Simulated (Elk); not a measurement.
# Fixed-spin-moment curve of Cobalt, part 2 of 2

How stiff is the moment of Cobalt, and are there other minima?

Elk 11.2.3 (patched build); PBE; all-electron APW+lo, Dirac cores, scalar-relativistic bands.

So far, magnetization (μB): step 2 (unconstrained state) 3.34.

## Step 3: Moment fixed at 3.026 μB

Holding the total moment away from its free value maps the energy around and beyond the minimum.

A uniform field is adjusted until the total moment meets the target; the run goes on from the state before.

File elk.in:

```
tasks
  1

xctype
  20

rgkmax
  7.0

nempty
  14

swidth
  0.003

reducebf
  0.5

epsengy
  1e-05

maxscl
  120

lmaxi
  2

spincore
  .true.

spinpol
  .true.

fsmtype
  1

momfix
  0.000000 0.000000 3.026000

taufsm
  0.005

sppath
  './'

avec
  4.73829928489 0.00000000000 0.00000000000
  -2.36914964244 4.10348755135 0.00000000000
  0.00000000000 0.00000000000 7.69099635461

atoms
  1
  'Co.in'
  2
  0.3333333333 0.6666666667 0.2500000000   0.000000 0.000000 -0.000150
  0.6666666667 0.3333333333 0.7500000000   0.000000 0.000000 -0.000150

ngridk
  12 12 6
```

On the command line:

```console
> OMP_NUM_THREADS=2 elk
```

Numbers of over 12 decimals in the logs are rounded to 6 here.

Output:

```text
Warning(gndstate): core states of species 1 leak from the muffin-tin :   0.6709734441E-03

--- INFO.OUT ---
┌─────────────────────────┐
│ Elk code version 11.2.3 │
└─────────────────────────┘

All units are atomic (Hartree, Bohr, etc.)

┌──────────────────────────────────────────┐
│ Ground-state run resuming from STATE.OUT │
└──────────────────────────────────────────┘

Lattice vectors :
   4.738299285       0.000000000       0.000000000
  -2.369149642       4.103487551       0.000000000
   0.000000000       0.000000000       7.690996355

Species : 1 (Co)
 muffin-tin radius :    2.334644196
 atomic positions (lattice), magnetic fields (Cartesian) :
  1 :   0.33333333  0.16666667  0.25000000    0.00000000  0.00000000  0.00000000
  2 :  -0.33333333 -0.16666667 -0.25000000    0.00000000  0.00000000  0.00000000

Total number of atoms per unit cell :    2
Total muffin-tin volume :    106.6057705
 ratio of muffin-tin to unit cell volume :   0.7128899609

Spin treatment :
 spin-polarised
 spin-polarised core states
 global magnetic field (Cartesian) :    0.000000000       0.000000000       0.000000000
 collinear magnetisation in z-direction
 fixed spin moment (FSM) calculation, type :    1
  fixing total moment to (Cartesian) :
     0.000000000       0.000000000       3.026000000

Number of Bravais lattice symmetries :   24
Number of crystal symmetries         :   24
Crystal has inversion symmetry
Real symmetric eigensolver will be used

k-point grid :     12    12     6
k-point offset :    0.000000000       0.000000000       0.000000000
k-point set is reduced with full crystal symmetry group
Total number of k-points :       76

Muffin-tin radius times maximum |G+k| :    7.000000000
 using average radius
Maximum |G+k| for APW functions       :    2.998315551
Maximum (1/2)|G+k|²                   :    4.494948072
Maximum |G| for potential and density :    12.00000000
Constant for pseudocharge density :    7
 order of it for each species :   14
 order of it for pair densities of each species (exact exchange by exxq0 0: 14) :   10
Radial integration step length :    1

G-vector grid sizes :     20    20    30
Number of G-vectors :     4331

Maximum angular momentum used for
 APW functions            :    8
 outer part of muffin-tin :    6

Number of empty states         :     28
Total number of valence states :     88
Total number of core states    :     24

Third-order local-orbitals added for an l without core states : T
Total number of local-orbitals :     44

Exchange-correlation functional :     20     0     0
 Perdew-Burke-Ernzerhof, Phys. Rev. Lett. 77, 3865 (1996)
 gradient requirement :    1
 generalised gradient approximation (GGA)

Smearing type :    3
 Fermi-Dirac
Smearing width :   0.3000000000E-02
Effective electronic temperature (K) :    947.3250744

Mixing type :    1
 Adaptive linear mixing

Potential read in from STATE.OUT

┌──────────────────────────────┐
│ Self-consistent loop started │
└──────────────────────────────┘

[... earlier loops left out ...]

┌──────────────────┐
│ Loop number : 32 │
└──────────────────┘

Energies :
 Fermi                       :     0.299306
 sum of occupied eigenvalues :     -1607.0058626936
 electron kinetic            :      2828.1546896030
 core electron kinetic       :      2558.2669082406
 Coulomb                     :     -5495.7039347088
 Coulomb potential           :     -4280.1282714968
 nuclear-nuclear             :     -499.77031406297
 electron-nuclear            :     -5732.3422446881
 Hartree                     :      736.40862404221
 Madelung                    :     -3355.6397989604
 xc potential                :     -154.93284407541
 xc effective B-field        :    -0.112851
 external B-field            :      0.000000
 exchange                    :     -116.84514236470
 correlation                 :     -2.550512
 electron entropic           :    -0.16954181641983E-02
 total energy                :     -2786.9465950350
 (external B-field energy excluded from total)

Density of states at Fermi energy :    55.01092480
 (states/Hartree/unit cell)

Estimated indirect band gap :   0.1109893219E-02
 from k-point 4 to k-point 73
Estimated direct band gap   :   0.8674782914E-02
 at k-point 4

Charges :
 core                        :    24.00000000
 valence                     :    30.00000000
 interstitial                :    1.688544144
 muffin-tins (core leakage)
  species : 1 (Co)
   atom 1                    :    26.15572793     (  0.6709734441E-03)
   atom 2                    :    26.15572793     (  0.6709734441E-03)
 total in muffin-tins        :    52.31145586
 total calculated charge     :    53.99708304
 total charge                :    54.00000000
 error                       :   0.2916960423E-02

Moments :
 interstitial                :  -0.1107967984
 muffin-tins
  species : 1 (Co)
   atom 1                    :    1.568375195
   atom 2                    :    1.568375195
 total in muffin-tins        :    3.136750390
 total moment                :    3.025953592

FSM global effective field   :   0.4432986521E-02

┌──────────────────────────────┐
│ Self-consistent loop stopped │
└──────────────────────────────┘

Warning : core states of species 1 leak from the muffin-tin :   0.6709734441E-03

Wrote STATE.OUT
```

Wall time 3 min (2 threads of Arm Neoverse V2, shared host); peak memory 0.14 GiB.

This step gave:

```
magnetization : 3.026 μB
```

It lies 19.4 meV a cell above the free run.

## Step 4: Moment fixed at 2.27 μB

elk.in, as its differences from that of step 3:

```diff
@@ -37,3 +37,3 @@
 momfix
-  0.000000 0.000000 3.026000
+  0.000000 0.000000 2.270000
```

On the command line:

```console
> OMP_NUM_THREADS=2 elk
```

Output:

```text
Warning(gndstate): core states of species 1 leak from the muffin-tin :   0.6694776778E-03

--- INFO.OUT ---
┌─────────────────────────┐
│ Elk code version 11.2.3 │
└─────────────────────────┘

All units are atomic (Hartree, Bohr, etc.)

┌──────────────────────────────────────────┐
│ Ground-state run resuming from STATE.OUT │
└──────────────────────────────────────────┘

Lattice vectors :
   4.738299285       0.000000000       0.000000000
  -2.369149642       4.103487551       0.000000000
   0.000000000       0.000000000       7.690996355
[...]
total charge                :    54.00000000
 error                       :   0.2932599283E-02

Moments :
 interstitial                :  -0.9526897519E-01
 muffin-tins
  species : 1 (Co)
   atom 1                    :    1.182671210
   atom 2                    :    1.182671210
 total in muffin-tins        :    2.365342420
 total moment                :    2.270073445

FSM global effective field   :   0.7864736051E-02

┌──────────────────────────────┐
│ Self-consistent loop stopped │
└──────────────────────────────┘

Warning : core states of species 1 leak from the muffin-tin :   0.6694776778E-03

Wrote STATE.OUT

[key lines of the parts left out:]
total energy                :     -2786.9411266641
```

Wall time 5.1 min (2 threads); peak memory 0.14 GiB; 10 min of CPU time.

Numbers from this step:

| Property | Result |
| --- | --- |
| magnetization | 2.270 μB |

It lies 168 meV a cell above the free run.

## Step 5: Moment fixed at 4.539 μB

elk.in, as its differences from that of step 4:

```diff
@@ -37,3 +37,3 @@
 momfix
-  0.000000 0.000000 2.270000
+  0.000000 0.000000 4.539000
```

On the command line:

```console
> OMP_NUM_THREADS=2 elk
```

Output:

```text
Warning(gndstate): core states of species 1 leak from the muffin-tin :   0.6637393537E-03

--- INFO.OUT ---
┌─────────────────────────┐
│ Elk code version 11.2.3 │
└─────────────────────────┘

All units are atomic (Hartree, Bohr, etc.)

┌──────────────────────────────────────────┐
│ Ground-state run resuming from STATE.OUT │
└──────────────────────────────────────────┘

Lattice vectors :
   4.738299285       0.000000000       0.000000000
  -2.369149642       4.103487551       0.000000000
   0.000000000       0.000000000       7.690996355
[...]
total charge                :    54.00000000
 error                       :   0.2873691341E-02

Moments :
 interstitial                :   0.1735935116E-01
 muffin-tins
  species : 1 (Co)
   atom 1                    :    2.260788758
   atom 2                    :    2.260788758
 total in muffin-tins        :    4.521577515
 total moment                :    4.538936866

FSM global effective field   :  -0.4189857503E-01

┌──────────────────────────────┐
│ Self-consistent loop stopped │
└──────────────────────────────┘

Warning : core states of species 1 leak from the muffin-tin :   0.6637393537E-03

Wrote STATE.OUT

[key lines of the parts left out:]
total energy                :     -2786.9220982247
```

Elapsed: 4.4 min, on 2 threads; peak memory 0.14 GiB; 8.6 min of CPU time.

This step gave:

```yaml
magnetization: 4.539 μB
```

It lies 686 meV a cell above the free run.

## Step 6: A faulty input

A slip in the input shows what the program catches and what it lets pass.

File elk.in:

```
tasks
  0

xctype
  77

rgkmax
  7.0

nempty
  14

swidth
  0.003

reducebf
  0.5

epsengy
  1e-05

maxscl
  75

lmaxi
  2

spincore
  .true.

spinpol
  .true.

sppath
  './'

avec
  4.73829928489 0.00000000000 0.00000000000
  -2.36914964244 4.10348755135 0.00000000000
  0.00000000000 0.00000000000 7.69099635461

atoms
  1
  'Co.in'
  2
  0.3333333333 0.6666666667 0.2500000000   0.000000 0.000000 -0.150000
  0.6666666667 0.3333333333 0.7500000000   0.000000 0.000000 -0.150000

ngridk
  12 12 6
```

On the command line:

```console
> OMP_NUM_THREADS=2 elk
```

Output:

```text
┌─────────────────────────────────┐
│ Elk code version 11.2.3 started │
└─────────────────────────────────┘

Error(getxcdata): xctype not defined : 77
```

It took 0.01 s on 2 threads; peak memory 0.05 GiB.

The input was rejected at the start.

The program's message: “Error(getxcdata): xctype not defined : 77”

The fault put into the input: an unknown functional.

The functional must be one that the program lists.

## Step 7: E(M)

In all 7 moments were held (0, 0.757, 1.513, 2.27, 3.026, 3.783, 4.539 μB), each run going on from a saved state. The curve holds those that converged and the free run; sizes are given without sign.

The energy over the lowest by total spin moment:

```csv
total spin moment (μB a cell),energy over the lowest (meV a cell)
0.00,460
0.76,423
1.51,319
2.27,168
3.03,19.4
3.34,0
3.78,117
4.54,686
```

Table of slope dE/dM read from the holding field by total spin moment:

```
total spin moment (μB a cell)  slope dE/dM read from the holding field (meV/μB)
                         0.00                                            0.0480
                         0.76                                             -95.3
                         1.51                                              -175
                         2.27                                              -214
                         3.03                                              -121
                         3.78                                               449
                         4.54                                              1140
```

## Step 8: Outcome

| Item | Value |
| --- | --- |
| moment of the free run | 3.34 μB a cell |
| moment of the lowest point | 3.34 μB a cell |
| energy at zero total moment | 460 meV a cell over the lowest |

The curve is lowest at 3.34 μB a cell and has risen by 686 meV at 4.54 μB. No other minimum shows on the points computed. The parallel moment gains 460 meV a cell against zero total moment. Only the total moment is held, so opposed site moments can hide at small totals; the field's energy is not in the curve.

[Logs and program files are shortened in this print: banners, set-up blocks, solver, clock and traceback lines can be left out without a mark of their own.]

[Logs are printed without paths, hosts, clocks, repeated set-up lines and the standing remarks that a program may print on its own settings, such as how far it seeks lower states.]

[Hosts, paths, dates, database ids (printed as entryN), source tags and the programs' standing remarks are cut or masked in the printed files.]

[Where a cell is said to come from a database of computed structures, the database is the Materials Project.]
